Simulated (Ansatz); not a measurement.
# Na on Rh(111): change of the work function, part 2 of 3

How does Na on the fcc site change the work function of Rh(111) as the layer fills?

Ansatz 0.2.0; plane-wave DFT, PBE, Ansatz PAW.

So far, work function, upper face (eV): step 2 (the clean slab) 5.17.

### Step 3. The covered slab, k-mesh 4×4×1, coverage 0.111 ML

System of this step: Na/Rh(111). The cell holds 37 atoms: 36 Rh and 1 Na. Its edges and angles: a = 8.061 Å, b = 8.061 Å, c = 27.341 Å, α = 90.0°, β = 90.0°, γ = 60.0°. Vacuum lies along c.

The clean slab as it ended is repeated in the plane and the adsorbate is set on one face; the cell's size fixes the coverage, and the k-mesh shrinks with it to keep the sampling density about even. Adsorbate and upper layers relax, since the dipole depends on the height.

input.yaml reads:

```yaml
crystal:
  lattice:
    - [8.0610173054, -1.0e-10, 0.0]
    - [4.0305086528, 6.9810457668, 0.0]
    - [0.0, 0.0, 27.3410211784]
  atoms:
    - { symbol: Rh, position: [0.0, 0.0, 0.3291757079] }
    - { symbol: Rh, position: [0.1111111111, 0.1111111111, 0.4094189075] }
    - { symbol: Rh, position: [0.2222222222, 0.2222222222, 0.4895240732] }
    - { symbol: Rh, position: [0.0, 0.0, 0.5696133429] }
    - { symbol: Rh, position: [0.0, 0.3333333333, 0.3291757079] }
    - { symbol: Rh, position: [0.1111111111, 0.4444444444, 0.4094189075] }
    - { symbol: Rh, position: [0.2222222222, 0.5555555556, 0.4895240732] }
    - { symbol: Rh, position: [0.0, 0.3333333333, 0.5696133429] }
    - { symbol: Rh, position: [0.0, 0.6666666667, 0.3291757079] }
    - { symbol: Rh, position: [0.1111111111, 0.7777777778, 0.4094189075] }
    - { symbol: Rh, position: [0.2222222222, 0.8888888889, 0.4895240732] }
    - { symbol: Rh, position: [0.0, 0.6666666667, 0.5696133429] }
    - { symbol: Rh, position: [0.3333333333, 0.0, 0.3291757079] }
    - { symbol: Rh, position: [0.4444444444, 0.1111111111, 0.4094189075] }
    - { symbol: Rh, position: [0.5555555556, 0.2222222222, 0.4895240732] }
    - { symbol: Rh, position: [0.3333333333, 0.0, 0.5696133429] }
    - { symbol: Rh, position: [0.3333333333, 0.3333333333, 0.3291757079] }
    - { symbol: Rh, position: [0.4444444444, 0.4444444444, 0.4094189075] }
    - { symbol: Rh, position: [0.5555555556, 0.5555555556, 0.4895240732] }
    - { symbol: Rh, position: [0.3333333333, 0.3333333333, 0.5696133429] }
    - { symbol: Rh, position: [0.3333333333, 0.6666666667, 0.3291757079] }
    - { symbol: Rh, position: [0.4444444444, 0.7777777778, 0.4094189075] }
    - { symbol: Rh, position: [0.5555555556, 0.8888888889, 0.4895240732] }
    - { symbol: Rh, position: [0.3333333333, 0.6666666667, 0.5696133429] }
    - { symbol: Rh, position: [0.6666666667, 0.0, 0.3291757079] }
    - { symbol: Rh, position: [0.7777777778, 0.1111111111, 0.4094189075] }
    - { symbol: Rh, position: [0.8888888889, 0.2222222222, 0.4895240732] }
    - { symbol: Rh, position: [0.6666666667, 0.0, 0.5696133429] }
    - { symbol: Rh, position: [0.6666666667, 0.3333333333, 0.3291757079] }
    - { symbol: Rh, position: [0.7777777778, 0.4444444444, 0.4094189075] }
    - { symbol: Rh, position: [0.8888888889, 0.5555555556, 0.4895240732] }
    - { symbol: Rh, position: [0.6666666667, 0.3333333333, 0.5696133429] }
    - { symbol: Rh, position: [0.6666666667, 0.6666666667, 0.3291757079] }
    - { symbol: Rh, position: [0.7777777778, 0.7777777778, 0.4094189075] }
    - { symbol: Rh, position: [0.8888888889, 0.8888888889, 0.4895240732] }
    - { symbol: Rh, position: [0.6666666667, 0.6666666667, 0.5696133429] }
    - { symbol: Na, position: [0.1111111111, 0.1111111111, 0.6708242921] }
kpoints:
  mp_grid: { grid: [4, 4, 1] }
hamiltonian:
  xc: pbe
scf:
  occupations: { method: fermi_dirac, width: 0.1 }
  convergence: { dr2_threshold: 1.0e-08 }
efield:
  axis: 3
  dipole_correction: true
  ramp_position: 0.97
  ramp_width: 0.06
relax:
  f_tol: 0.02
  max_steps: 60
  constraints:
    - { sites: [0, 1, 4, 5, 8, 9, 12, 13, 16, 17, 20, 21, 24, 25, 28, 29, 32, 33] }
output:
  write_potential: true
  write_density: true
  volumetric_format: npy
```

Launch:

```bash
> ansatz run input.yaml --threads 4 --pin off --max-ram 16384MiB --backend cpu --events-out ev --progress --plain --runs-dir out
```

Standard output:

```text
[...]
Crystal: 37 atoms, lattice volume = 1538.598 Å³
Basis set: ecut = 420 eV, 30157 PW (Γ), exchange–correlation on 108×108×384 points (8 copies of the dense FFT grid, shifted against one another)
Bands: 373, of which v1, the nominal top of the filled ones, is band 311 counted from 1 (310 counted from 0)
Symmetry: 6 space group operations
[...]
k-points: 4 of 16 (time reversal used)
[...]
SCF iter   1: F=—  HF=-231977.907348 eV  |F-HF|=—  |Δ(HF+E_count)|=         —  Δρ=3.83e-3  dr2=1.14e0  ethr=1.77e-3  p=0.759 e·Å  D=8.93e-2 V/Å  ΔV_dip=-2.44 eV  dr2_dipole=3.35e-1  V_vac-E_F(+/−)=2.53/4.97 eV  ⟨swp⟩=7.8  Hψ=6107  notcnv=0  defer=33
[...]
SCF iter  10: F=-231977.946583 eV  HF=-231977.946583 eV  |F-HF|=2.35e-8  |Δ(HF+E_count)|=   8.44e-9  Δρ=4.30e-7  dr2=4.25e-9  ethr=1.61e-12  p=0.839 e·Å  D=9.87e-2 V/Å  ΔV_dip=-2.70 eV  dr2_dipole=2.50e-12  V_vac-E_F(+/−)=2.48/5.18 eV  ⟨swp⟩=9.0  Hψ=9991  notcnv=0
SCF 1 converged in 10 iterations: F = -231977.946583 eV  dr2 = 4.25e-9
[...]
relax step   1: F+E_penalty+E_count = -231977.94658307 eV  Δ(F+E_penalty+E_count) = +0.000e0 eV  max|allowed force component| = 6.385e-1 eV/Å  Δτ_max = 0.0000 Å  (10 SCF iters, accepted)
[...]
SCF iter   9: F=-231978.011292 eV  HF=-231978.011292 eV  |F-HF|=3.44e-8  |Δ(HF+E_count)|=   1.85e-7  Δρ=5.20e-7  dr2=5.65e-9  ethr=1.61e-12  p=0.785 e·Å  D=9.23e-2 V/Å  ΔV_dip=-2.52 eV  dr2_dipole=1.05e-10  V_vac-E_F(+/−)=2.66/5.18 eV  ⟨swp⟩=8.0  Hψ=11045  notcnv=0
SCF 2 converged in 9 iterations: F = -231978.011292 eV  dr2 = 5.65e-9
[...]
relax step   2: F+E_penalty+E_count = -231978.01129192 eV  Δ(F+E_penalty+E_count) = -6.471e-2 eV  max|allowed force component| = 4.181e-1 eV/Å  Δτ_max = 0.1203 Å  (9 SCF iters, accepted)
SCF iter   1: F=—  HF=-231978.039346 eV  |F-HF|=—  |Δ(HF+E_count)|=         —  Δρ=2.04e-3  dr2=3.15e-1  ethr=1.22e-3  p=0.785 e·Å  D=9.23e-2 V/Å  ΔV_dip=-2.52 eV  dr2_dipole=7.86e-2  V_vac-E_F(+/−)=2.66/5.19 eV  ⟨swp⟩=4.2  Hψ=2534  notcnv=0  defer=62
[...]
SCF iter  10: F=-231978.043895 eV  HF=-231978.043895 eV  |F-HF|=1.12e-8  |Δ(HF+E_count)|=   5.93e-8  Δρ=1.98e-7  dr2=6.30e-10  ethr=1.61e-12  p=0.699 e·Å  D=8.22e-2 V/Å  ΔV_dip=-2.25 eV  dr2_dipole=1.53e-12  V_vac-E_F(+/−)=2.93/5.18 eV  ⟨swp⟩=9.0  Hψ=9397  notcnv=0
SCF 3 converged in 10 iterations: F = -231978.043895 eV  dr2 = 6.30e-10
[...]
relax step   3: F+E_penalty+E_count = -231978.04389470 eV  Δ(F+E_penalty+E_count) = -3.260e-2 eV  max|allowed force component| = 1.280e-1 eV/Å  Δτ_max = 0.1949 Å  (10 SCF iters, accepted)
[...]
relax step   4: F+E_penalty+E_count = -231978.04641918 eV  Δ(F+E_penalty+E_count) = -2.524e-3 eV  max|allowed force component| = 2.346e-2 eV/Å  Δτ_max = 0.0470 Å  (8 SCF iters, accepted)
SCF iter   1: F=—  HF=-231978.043045 eV  |F-HF|=—  |Δ(HF+E_count)|=         —  Δρ=7.83e-5  dr2=4.04e-4  ethr=8.11e-7  p=0.719 e·Å  D=8.46e-2 V/Å  ΔV_dip=-2.31 eV  dr2_dipole=9.68e-5  V_vac-E_F(+/−)=2.87/5.18 eV  ⟨swp⟩=2.0  Hψ=2577  notcnv=0  defer=71
[...]
SCF iter   6: F=-231978.046508 eV  HF=-231978.046508 eV  |F-HF|=5.99e-8  |Δ(HF+E_count)|=   1.67e-7  Δρ=5.84e-7  dr2=8.85e-9  ethr=1.61e-12  p=0.716 e·Å  D=8.42e-2 V/Å  ΔV_dip=-2.30 eV  dr2_dipole=2.21e-10  V_vac-E_F(+/−)=2.88/5.18 eV  ⟨swp⟩=8.0  Hψ=10678  notcnv=0
SCF 5 converged in 6 iterations: F = -231978.046508 eV  dr2 = 8.85e-9
relax step   5: F+E_penalty+E_count = -231978.04650838 eV  Δ(F+E_penalty+E_count) = -8.920e-5 eV  max|allowed force component| = 8.752e-4 eV/Å  Δτ_max = 0.0076 Å  (6 SCF iters, accepted)
NSCF: frozen V_eff on 4 k-points
[...]
SCF converged after 6 iterations
Free energy (F): -231978.046508 eV
[...]
Internal energy: -231976.125378 eV  (E = F + TS)
E sigma→0 (E₀):  -231977.085943 eV
Entropy (-TS):   -1.921130 eV (-51.922 meV/atom)
Fermi energy:    4.586839 eV
Dipole field:    D = 0.084208 V/Å  (p = 0.716003 e·Å, saw-weighted, corrected)
Work function:   Φ+ = 2.8775 eV   Φ− = 5.1798 eV
[...]
--- Forces (eV/Å), atoms counted from 1 ---
  atom   1  Rh    -0.00356393    -0.00205764     0.04409296
  atom   2  Rh     0.00000000     0.00000000    -0.01075826
  atom   3  Rh     0.00013277     0.00007665    -0.00072139
  atom   4  Rh     0.00027812     0.00016057     0.00071820
  atom   5  Rh     0.00000000     0.00411527     0.04409296
  atom   6  Rh     0.00832925     0.00497762    -0.04212715
  atom   7  Rh    -0.00016444     0.00009494    -0.00033482
  atom   8  Rh    -0.00000000    -0.00032114     0.00071820
  atom   9  Rh     0.00064347    -0.00037151     0.05019679
  atom  10  Rh    -0.00014612    -0.00970215    -0.04212715
  atom  11  Rh    -0.00000000    -0.00015330    -0.00072139
  atom  12  Rh     0.00001714    -0.00000989     0.00048702
  atom  13  Rh     0.00356393    -0.00205764     0.04409296
  atom  14  Rh     0.00847537     0.00472453    -0.04212715
  atom  15  Rh    -0.00000000    -0.00018988    -0.00033482
  atom  16  Rh    -0.00027812     0.00016057     0.00071820
  atom  17  Rh     0.00562899     0.00324990     0.03387799
  atom  18  Rh     0.00000000     0.00000000     0.00584398
  atom  19  Rh     0.00016444     0.00009494    -0.00033482
  atom  20  Rh    -0.00014792    -0.00008540     0.00087523
  atom  21  Rh    -0.00000000    -0.00649980     0.03387799
  atom  22  Rh     0.00014612    -0.00970215    -0.04212715
  atom  23  Rh     0.00029637    -0.00017111    -0.00040232
  atom  24  Rh     0.00000000     0.00017080     0.00087523
  atom  25  Rh     0.00000000     0.00074301     0.05019679
  atom  26  Rh    -0.00847537     0.00472453    -0.04212715
  atom  27  Rh    -0.00013277     0.00007665    -0.00072139
  atom  28  Rh     0.00000000     0.00001979     0.00048702
  atom  29  Rh    -0.00562899     0.00324990     0.03387799
  atom  30  Rh    -0.00832925     0.00497762    -0.04212715
  atom  31  Rh     0.00000000     0.00034222    -0.00040232
  atom  32  Rh     0.00014792    -0.00008540     0.00087523
  atom  33  Rh    -0.00064347    -0.00037151     0.05019679
  atom  34  Rh     0.00000000     0.00000000    -0.12821315
  atom  35  Rh    -0.00029637    -0.00017111    -0.00040232
  atom  36  Rh    -0.00001714    -0.00000989     0.00048702
  atom  37  Na    -0.00000000     0.00000000    -0.00047107
  max |Σ_I F_I| component: 7.59e-6 eV/Å
--- Band table (eV) ---
  k-point 0: bands = [... 307 lower, 4.4990, 4.4993, 4.4993, 4.5600, 4.5600, 4.5641, 4.5671, 4.5671, ... 58 higher]
  k-point 1: bands = [... 307 lower, 4.5453, 4.5491, 4.5610, 4.5857, 4.6228, 4.6870, 4.6909, 4.7245, ... 58 higher]
  k-point 2: bands = [... 307 lower, 4.4121, 4.5728, 4.5760, 4.7188, 4.7236, 4.7258, 4.7418, 4.7554, ... 58 higher]
  k-point 3: bands = [... 307 lower, 4.4299, 4.5960, 4.6310, 4.6378, 4.7094, 4.7365, 4.7397, 4.8172, ... 58 higher]
--- Relaxed structure (5 steps of the walk, 5 accepted, 0 SCFs on fresh bases) ---
  F+E_penalty+E_count = -231978.04650838 eV   max|allowed force component| = 8.752e-4 eV/Å
  atoms:
    - { symbol: Rh, position: [1.111111e-11, 1.111111e-11, 0.329176] }
    - { symbol: Rh, position: [0.111111, 0.111111, 0.409419] }
    - { symbol: Rh, position: [0.222252, 0.222252, 0.489620] }
    - { symbol: Rh, position: [-0.00101174, -0.00101174, 0.569495] }
    - { symbol: Rh, position: [1.111111e-11, 0.333333, 0.329176] }
    - { symbol: Rh, position: [0.111111, 0.444444, 0.409419] }
    - { symbol: Rh, position: [0.222427, 0.555453, 0.489796] }
    - { symbol: Rh, position: [-0.00101174, 0.335357, 0.569495] }
    - { symbol: Rh, position: [-2.222217e-11, 0.666667, 0.329176] }
    - { symbol: Rh, position: [0.111111, 0.777778, 0.409419] }
    - { symbol: Rh, position: [0.222252, 0.888829, 0.489620] }
    - { symbol: Rh, position: [7.563181e-5, 0.666629, 0.569911] }
    - { symbol: Rh, position: [0.333333, 1.111111e-11, 0.329176] }
    - { symbol: Rh, position: [0.444444, 0.111111, 0.409419] }
    - { symbol: Rh, position: [0.555453, 0.222427, 0.489796] }
    - { symbol: Rh, position: [0.335357, -0.00101174, 0.569495] }
    - { symbol: Rh, position: [0.333333, 0.333333, 0.329176] }
    - { symbol: Rh, position: [0.444444, 0.444444, 0.409419] }
    - { symbol: Rh, position: [0.555453, 0.555453, 0.489796] }
    - { symbol: Rh, position: [0.333057, 0.333057, 0.570225] }
    - { symbol: Rh, position: [0.333333, 0.666667, 0.329176] }
    - { symbol: Rh, position: [0.444444, 0.777778, 0.409419] }
    - { symbol: Rh, position: [0.555959, 0.888687, 0.489522] }
    - { symbol: Rh, position: [0.333057, 0.667220, 0.570225] }
    - { symbol: Rh, position: [0.666667, -2.222220e-11, 0.329176] }
    - { symbol: Rh, position: [0.777778, 0.111111, 0.409419] }
    - { symbol: Rh, position: [0.888829, 0.222252, 0.489620] }
    - { symbol: Rh, position: [0.666629, 7.563181e-5, 0.569911] }
    - { symbol: Rh, position: [0.666667, 0.333333, 0.329176] }
    - { symbol: Rh, position: [0.777778, 0.444444, 0.409419] }
    - { symbol: Rh, position: [0.888687, 0.555959, 0.489522] }
    - { symbol: Rh, position: [0.667220, 0.333057, 0.570225] }
    - { symbol: Rh, position: [0.666667, 0.666667, 0.329176] }
    - { symbol: Rh, position: [0.777778, 0.777778, 0.409419] }
    - { symbol: Rh, position: [0.888687, 0.888687, 0.489522] }
    - { symbol: Rh, position: [0.666629, 0.666629, 0.569911] }
    - { symbol: Na, position: [0.111111, 0.111111, 0.660741] }
```

Run time: 11 min. Hardware: 4 threads of Arm Neoverse V1, shared host; peak memory 9.6 GiB; 31 min of CPU time.

Step by step:

```tsv
step	energy less that of the first step (eV)	largest force component (eV/Å)
1	0.0000	0.6385
2	-0.0647	0.4181
3	-0.0973	0.1280
4	-0.0998	0.0235
5	-0.0999	0.0009
```

Forces are held to the 6 operations that the program found; a distortion that breaks them can't arise in this run.

The atoms that moved most (Å):

```tsv
atom	dx	dy	dz	length
Na37	0.000	0.000	-0.276	0.276
Rh20	-0.003	-0.002	0.017	0.017
Rh32	0.003	-0.002	0.017	0.017
Rh24	0.000	0.004	0.017	0.017
Rh4	-0.012	-0.007	-0.003	0.014
Rh8	0.000	0.014	-0.003	0.014
Rh16	0.012	-0.007	-0.003	0.014
Rh36	0.000	0.000	0.008	0.008
```

The relaxed structure:

```
Rh Na
1.0
     8.06102    0.00000    0.00000
     4.03051    6.98105    0.00000
     0.00000    0.00000   27.34102
Rh Na
36 1
Direct
  0.00000 0.00000 0.32918
  0.11111 0.11111 0.40942
  0.22225 0.22225 0.48962
  0.99899 0.99899 0.56950
  0.00000 0.33333 0.32918
  0.11111 0.44444 0.40942
  0.22243 0.55545 0.48980
  0.99899 0.33536 0.56950
  0.00000 0.66667 0.32918
  0.11111 0.77778 0.40942
  0.22225 0.88883 0.48962
  0.00008 0.66663 0.56991
  0.33333 0.00000 0.32918
  0.44444 0.11111 0.40942
  0.55545 0.22243 0.48980
  0.33536 0.99899 0.56950
  0.33333 0.33333 0.32918
  0.44444 0.44444 0.40942
  0.55545 0.55545 0.48980
  0.33306 0.33306 0.57022
  0.33333 0.66667 0.32918
  0.44444 0.77778 0.40942
  0.55596 0.88869 0.48952
  0.33306 0.66722 0.57022
  0.66667 0.00000 0.32918
  0.77778 0.11111 0.40942
  0.88883 0.22225 0.48962
  0.66663 0.00008 0.56991
  0.66667 0.33333 0.32918
  0.77778 0.44444 0.40942
  0.88869 0.55596 0.48952
  0.66722 0.33306 0.57022
  0.66667 0.66667 0.32918
  0.77778 0.77778 0.40942
  0.88869 0.88869 0.48952
  0.66663 0.66663 0.56991
  0.11111 0.11111 0.66074
```

Read from the output:

```
energy at zero smearing        : -231977.0859 eV
work function, upper face      : 2.878 eV
work function, lower face      : 5.180 eV
dipole along the normal        : 0.7160 e·Å
step between the vacuum levels : -2.302 eV
```

Running mean over 2.194 Å of the planar mean; the ramp of the sawtooth is left out. The electron's electrostatic potential energy less the Fermi level by z:

```tsv
z (Å)	electron's electrostatic potential energy less the Fermi level (eV)
3.5	5.18
4.0	5.18
4.5	5.18
5.0	5.17
5.5	5.16
6.0	5.11
6.5	4.91
7.0	4.17
7.5	0.971
8.0	-5.56
8.5	-11.0
9.0	-12.7
9.5	-13.0
10.0	-13.1
10.5	-13.1
11.0	-13.2
11.5	-13.3
12.0	-13.3
12.5	-13.3
13.0	-13.3
13.5	-13.2
14.0	-13.2
14.5	-13.1
15.0	-13.0
15.5	-12.8
16.0	-11.6
16.5	-6.96
17.0	-0.818
17.5	2.34
18.0	2.74
18.5	2.59
19.0	2.58
19.5	2.78
20.0	2.85
20.5	2.87
21.0	2.87
21.5	2.88
22.0	2.88
22.5	2.88
23.0	2.88
23.5	2.88
24.0	2.88
```

The relaxation took 5 steps and lowered the energy by 0.100 eV; the largest force on the free atoms ends at 8.8e-4 eV/Å.

The covered face has 2.88 eV, -2.29 eV against the clean one; the bare back face has moved by +0.01 eV, a measure of how thin the slab is.

(Part 2 of 3 ends here.)

[Long decimals in the printed logs are rounded to 6 places.]

[Logs are printed without paths, hosts, clocks, repeated set-up lines and the standing remarks that a program may print on its own settings, such as how far it seeks lower states.]

[Hosts, paths, dates, database ids (printed as entryN), source tags and the programs' standing remarks are cut or masked in the printed files.]

[Maps of the electrostatic potential energy from Ansatz leave out the sawtooth potential of an applied field or a dipole correction, so their vacuum need not be flat; planar profiles and work functions include it.]
